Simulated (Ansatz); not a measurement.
# BaLiCl3 (built on the sites of a database entry of BaLiF3): a soft mode frozen in, part 2 of 2

Aim: this structure of BaLiCl3 (built on the sites of a database entry of BaLiF3) is to be tested for unstable modes, and one is followed downhill.

Ansatz 0.2.0; DFT PBEsol, scalar-relativistic, plane waves, PAW.

So far, highest frequency on the path or at a solved wavevector (cm⁻¹): step 2 (the dispersion) 381. Also lowest frequency on the path (cm⁻¹): step 2 -81.9.

The structure was built from a prototype and need not be the compound's stable phase.

### Step 6. Relaxation from the frozen mode

Starting from the lowest point found, all atoms and the cell are let go, so that strain and other modes of the same symmetry can join in.

input.yaml reads:

```yaml
crystal:
  lattice:
    - [4.7920317519, 4.7920317519, 0.0]
    - [4.7920317519, 0.0, 4.7920317519]
    - [4.7920317519, 0.0, -4.7920317519]
  atoms:
    - { symbol: Ba, position: [0.0, 0.5, 0.5] }
    - { symbol: Ba, position: [0.0, 0.0, 1.0] }
    - { symbol: Li, position: [0.5, 0.25, 0.75] }
    - { symbol: Li, position: [0.5, 0.75, 0.25] }
    - { symbol: Cl, position: [0.4527811622, 0.5472188378, 0.0] }
    - { symbol: Cl, position: [0.5472188378, -0.0472188378, 0.5] }
    - { symbol: Cl, position: [0.4527811622, 0.5, 0.5] }
    - { symbol: Cl, position: [0.5472188378, 0.0, 0.0] }
    - { symbol: Cl, position: [0.0, 1.0472188378, 0.5] }
    - { symbol: Cl, position: [0.0, 0.4527811622, 0.0] }
kpoints:
  mp_grid: { grid: [4, 4, 4] }
hamiltonian:
  xc: pbesol
scf:
  occupations: { method: fixed }
output:
  forces: true
  stress: true
  eigenvalues: true
relax:
  adjacent_minimum: "off"
  f_tol: 0.002
  max_steps: 120
  cell: { stress_tol: 0.03 }
```

On the command line:

```console
$ ansatz run input.yaml --threads 4 --pin off --max-ram 7168MiB --backend cpu --events-out ev --progress --plain --runs-dir out
```

Numbers of over 12 decimals in the logs are rounded to 6 here.

Output:

```text
[...]
Crystal: 10 atoms, lattice volume = 220.084 Å³
Basis set: ecut = 420 eV, 4285 PW (Γ), exchange–correlation on 96×96×96 points (8 copies of the dense FFT grid, shifted against one another)
Bands: 44, of which v1, the nominal top of the filled ones, is band 34 counted from 1 (33 counted from 0)
Symmetry: 12 space group operations
[...]
k-points: 13 of 64
[...]
SCF iter   1: F=—  HF=-18518.540834 eV  |F-HF|=—  |Δ(HF+E_count)|=         —  Δρ=4.33e-3  dr2=5.89e-2  ethr=1.77e-3  ⟨swp⟩=5.8  Hψ=2530  notcnv=0  defer=82
[...]
SCF iter   6: F=-18518.524337 eV  HF=-18518.524337 eV  |F-HF|=4.82e-9  |Δ(HF+E_count)|=   3.22e-7  Δρ=1.89e-6  dr2=1.18e-8  ethr=1.47e-10  ⟨swp⟩=15.1  Hψ=3767  notcnv=0
SCF 1 converged in 6 iterations: F = -18518.524337 eV  dr2 = 1.18e-8
[...]
relax step   1: F+E_penalty+E_count = -18518.52433662 eV  Δ(F+E_penalty+E_count) = +0.000e0 eV  max|allowed force component| = 3.582e-2 eV/Å  Δτ_max = 0.0000 Å  P = +0.831 GPa  Ω = 220.084 Å³  (6 SCF iters, dr2 threshold 1.00e-7 eV, accepted)
Crystal: 10 atoms, lattice volume = 224.447 Å³
Basis set: ecut = 420 eV, 4393 PW (Γ), exchange–correlation on 96×96×96 points (8 copies of the dense FFT grid, shifted against one another)
[...]
iter 1 solved again at ethr=5.40e-6 eV; its pass at ethr=3.10e-3 eV (dr2=3.67e-3 eV) is discarded
[...]
SCF iter   5: F=-18518.571776 eV  HF=-18518.571776 eV  |F-HF|=1.09e-8  |Δ(HF+E_count)|=   1.01e-6  Δρ=5.35e-6  dr2=6.05e-8  ethr=1.47e-9  ⟨swp⟩=13.3  Hψ=3623  notcnv=0
SCF 2 converged in 5 iterations: F = -18518.571776 eV  dr2 = 6.05e-8
relax step   2: F+E_penalty+E_count = -18518.57177627 eV  Δ(F+E_penalty+E_count) = -4.744e-2 eV  max|allowed force component| = 5.684e-2 eV/Å  Δτ_max = 0.0323 Å  P = +0.119 GPa  Ω = 224.447 Å³  energy of the carried Pulay correction = -6.049e-5 eV  (5 SCF iters, dr2 threshold 1.00e-6 eV, accepted)
Crystal: 10 atoms, lattice volume = 227.222 Å³
Basis set: ecut = 420 eV, 4433 PW (Γ), exchange–correlation on 96×96×96 points (8 copies of the dense FFT grid, shifted against one another)
[...]
SCF iter   6: F=-18518.599119 eV  HF=-18518.599119 eV  |F-HF|=5.97e-10  |Δ(HF+E_count)|=   8.31e-8  Δρ=2.34e-6  dr2=1.31e-8  ethr=2.97e-10  ⟨swp⟩=14.8  Hψ=4198  notcnv=0
SCF 3 converged in 6 iterations: F = -18518.599119 eV  dr2 = 1.31e-8
relax step   3: F+E_penalty+E_count = -18518.59911853 eV  Δ(F+E_penalty+E_count) = -2.734e-2 eV  max|allowed force component| = 9.666e-3 eV/Å  Δτ_max = 0.0957 Å  P = +0.174 GPa  Ω = 227.222 Å³  energy of the carried Pulay correction = -9.835e-5 eV  (6 SCF iters, dr2 threshold 2.02e-7 eV, accepted)
[...]
relax step   4: F+E_penalty+E_count = -18518.59985308 eV  Δ(F+E_penalty+E_count) = -7.346e-4 eV  max|allowed force component| = 2.079e-3 eV/Å  Δτ_max = 0.0083 Å  P = -0.045 GPa  Ω = 228.293 Å³  energy of the carried Pulay correction = -1.128e-4 eV  (5 SCF iters, dr2 threshold 1.06e-7 eV, accepted)
[...]
relax step   5: F+E_penalty+E_count = -18518.59991805 eV  Δ(F+E_penalty+E_count) = -6.497e-5 eV  max|allowed force component| = 4.929e-5 eV/Å  Δτ_max = 0.0016 Å  P = +0.000 GPa  Ω = 228.055 Å³  energy of the carried Pulay correction = -1.096e-4 eV  (4 SCF iters, dr2 threshold 9.49e-9 eV, accepted)
[...]
SCF iter   5: F=-18518.600092 eV  HF=-18518.600092 eV  |F-HF|=7.28e-12  |Δ(HF+E_count)|=  3.64e-11  Δρ=5.93e-8  dr2=7.58e-12  ethr=1.00e-12  ⟨swp⟩=14.8  Hψ=3592  notcnv=0
SCF 6 converged in 5 iterations: F = -18518.600092 eV  dr2 = 7.58e-12
relax step   6: F+E_penalty+E_count = -18518.60009202 eV  Δ(F+E_penalty+E_count) = -1.740e-4 eV  max|allowed force component| = 4.929e-5 eV/Å  Δτ_max = 0.0000 Å  P = +0.002 GPa  Ω = 228.055 Å³  stress off target by 2.89e-3 GPa  SCF on the basis re-selected at this cell (its energy is not comparable with the rows above)  (5 SCF iters)
basis re-selected at this cell: Δ(F+E_penalty+E_count) = -1.740e-4 eV, ΔP = +0.002 GPa vs the last step (what re-selecting the basis moved, of the pressure what is left beyond the Pulay correction that the steps carried, after the strain that the cell walked since its last selection, with what the two solves' SCF thresholds leave and, on support functions, any second-order correction that the steps lacked; it is no m [...]
SCF converged after 5 iterations
Free energy (F): -18518.600092 eV
[...]
Internal energy: -18518.600092 eV  (E = F + TS)
E sigma→0 (E₀):  -18518.600092 eV
Fermi energy:    4.260842 eV
[...]
--- Forces (eV/Å), atoms counted from 1 ---
  atom   1  Ba     0.00000000     0.00000000    -0.00000000
  atom   2  Ba     0.00000000    -0.00000000     0.00000000
  atom   3  Li     0.00000000    -0.00000000    -0.00000000
  atom   4  Li    -0.00000000     0.00000000    -0.00000000
  atom   5  Cl     0.00000000    -0.00004929     0.00004929
  atom   6  Cl    -0.00000000     0.00004929    -0.00004929
  atom   7  Cl    -0.00004929    -0.00004929     0.00000000
  atom   8  Cl     0.00004929     0.00004929    -0.00000000
  atom   9  Cl     0.00004929     0.00000000     0.00004929
  atom  10  Cl    -0.00004929    -0.00000000    -0.00004929
  max |Σ_I F_I| component: 1.59e-18 eV/Å
--- Stress (GPa, compression-positive) ---
        0.001880       0.001009       0.001009
        0.001009       0.001880      -0.001009
        0.001009      -0.001009       0.001880
  P = ⅓ Tr σ = 0.0019 GPa (0.019 kbar)
--- Band table (eV; the first three rows and the last of 13) ---
  k-point 0: bands = [... 30 lower, 3.9122, 4.0488, 4.0488, 4.2608, 9.1648, 9.1648, 9.4785, 9.4862, ... 6 higher]
  k-point 1: bands = [... 30 lower, 3.6918, 3.6918, 3.7959, 3.7959, 9.3840, 9.3840, 9.8244, 10.3192, ... 6 higher]
  k-point 2: bands = [... 30 lower, 3.6355, 3.6355, 3.6355, 3.6355, 10.0574, 10.0574, 10.0574, 10.0574, ... 6 higher]
  k-point 12: bands = [... 30 lower, 3.6481, 3.6481, 3.8114, 3.8114, 10.3375, 10.3375, 10.5503, 10.5503, ... 6 higher]
--- Relaxed structure (5 steps of the walk, 5 accepted, 1 SCFs on fresh bases) ---
  F+E_penalty+E_count = -18518.60009202 eV   max|allowed force component| = 4.929e-5 eV/Å   (the final SCF, on the basis selected at the relaxed cell)
  cell:  # Å, volume = 228.0553 Å³
    - [4.938794, 4.938794, -1.3877787807814457e-17]
    - [4.938794, -1.3877787807814457e-17, 4.938794]
    - [4.762836, 0.175958, -4.762836]
  atoms:
    - { symbol: Ba, position: [-2.168404344971009e-19, 0.5, 0.5] }
    - { symbol: Ba, position: [3.469446951953614e-18, 0.0, 1.0] }
    - { symbol: Li, position: [0.5, 0.250000, 0.75] }
    - { symbol: Li, position: [0.5, 0.750000, 0.250000] }
    - { symbol: Cl, position: [0.434882, 0.565118, 5.551115123125783e-17] }
    - { symbol: Cl, position: [0.565118, -0.065118, 0.5] }
    - { symbol: Cl, position: [0.434882, 0.500000, 0.5] }
    - { symbol: Cl, position: [0.565118, -2.2174840034769553e-18, 2.3876142514334726e-18] }
    - { symbol: Cl, position: [-3.469446951953614e-18, 1.065118, 0.5] }
    - { symbol: Cl, position: [1.734723475976807e-18, 0.434882, 0.0] }
```

The job ended after 13 s (4 threads of Arm Neoverse V2, shared host; peak memory 0.67 GiB; 50 s of CPU time).

Relaxation path:

```csv
step,energy less that of the first step (eV),largest force component (eV/Å),pressure (GPa),volume (Å³)
1,0.0000,0.0358,0.83,220.08
2,-0.0474,0.0568,0.12,224.45
3,-0.0748,0.0097,0.17,227.22
4,-0.0755,0.0021,-0.05,228.29
5,-0.0756,0.0000,0.00,228.06
6*,-0.0758,0.0000,0.00,228.06
```

Relaxation steps marked * repeat the geometry before them on a plane-wave basis chosen anew for their cell, so energy and pressure can jump there.

Forces are held to the 12 operations that the run works with; a distortion that breaks them can't arise in this run.

```csv
"conventional cell, symmetrised",before,after,change
a (Å),6.777,6.985,+3.1 %
b (Å),6.777,6.985,+3.1 %
c (Å),16.600,16.194,-2.4 %
volume (Å³/atom),22.01,22.81,+3.6 %
```

The atoms that moved most (Å, as changes of fractional coordinates times the final cell):

```csv
atom,dx,dy,dz,length
Cl8,0.088,0.088,0.000,0.125
Cl9,0.088,0.000,0.088,0.125
Cl6,0.000,0.088,-0.088,0.125
Cl7,-0.088,-0.088,0.000,0.125
Cl10,-0.088,0.000,-0.088,0.125
Cl5,0.000,-0.088,0.088,0.125
```

Final coordinates:

```
Ba Li Cl
1.0
     4.93879    4.93879    0.00000
     4.93879    0.00000    4.93879
     4.76284    0.17596   -4.76284
Ba Li Cl
2 2 6
Cartesian
  4.8508 0.0880 0.0880
  4.7628 0.1760 -4.7628
  7.2762 2.6014 -2.3374
  7.3642 2.5134 2.5134
  4.9388 2.1478 2.7910
  4.8508 2.8790 -2.7030
  6.9986 2.2358 0.0880
  2.7910 2.7910 0.0000
  7.6418 0.0880 2.8790
  2.1478 0.0000 2.1478
```

Numbers from this step:

```yaml
pressure: 0.001880 GPa
gap_on_the_k_mesh: 4.904 eV
volume_per_atom: 22.81 Å³
```

The distorted start has space group R-3c; the relaxation ends in R-3c.

### Step 7. Outcome

- unstable mode of the parent: q = (-0.5, -0.5, -0.5), 82i cm⁻¹
- depth at the lowest point sampled: 15.7 meV/atom
- largest atomic shift at that point: 0.32 Å
- space group reached (within 0.01 Å): R-3c
- energy gained over the parent (first relaxation, on the mesh of the frozen mode): 23.3 meV/atom
- volume per atom, phase reached: 22.8 Å³
- gap on the k-mesh, phase reached: 4.90 eV

Along this mode the structure falls into R-3c, 23.3 meV/atom below the parent. At the parent's cell the well is 15.69 meV/atom deep on the steps tried, with its lowest point at a shift of 0.32 Å. Relaxing atoms and cell changes the gain by +7.58 meV/atom against the lowest step (energies at zero smearing). The modes of the phase reached were not computed on this path. Of the 4 patterns followed to their end from this parent, this one ends 0.964 meV/atom above the lowest, Imma. Another end point lies within 1 meV/atom; how such a difference moves with mesh and cutoff was not tested. Each path keeps the symmetry of its pattern, so a lower phase may lie along a pattern not tried. Spin-orbit coupling is left out, which can matter for the heavy elements here. The starting cell was built on a prototype and not taken from a measurement, so the phase need not exist.

[Logs are printed without paths, hosts, clocks, repeated set-up lines and the standing remarks that a program may print on its own settings, such as how far it seeks lower states.]

[Hosts, paths, dates, database ids (printed as entryN), source tags and the programs' standing remarks are cut or masked in the printed files.]
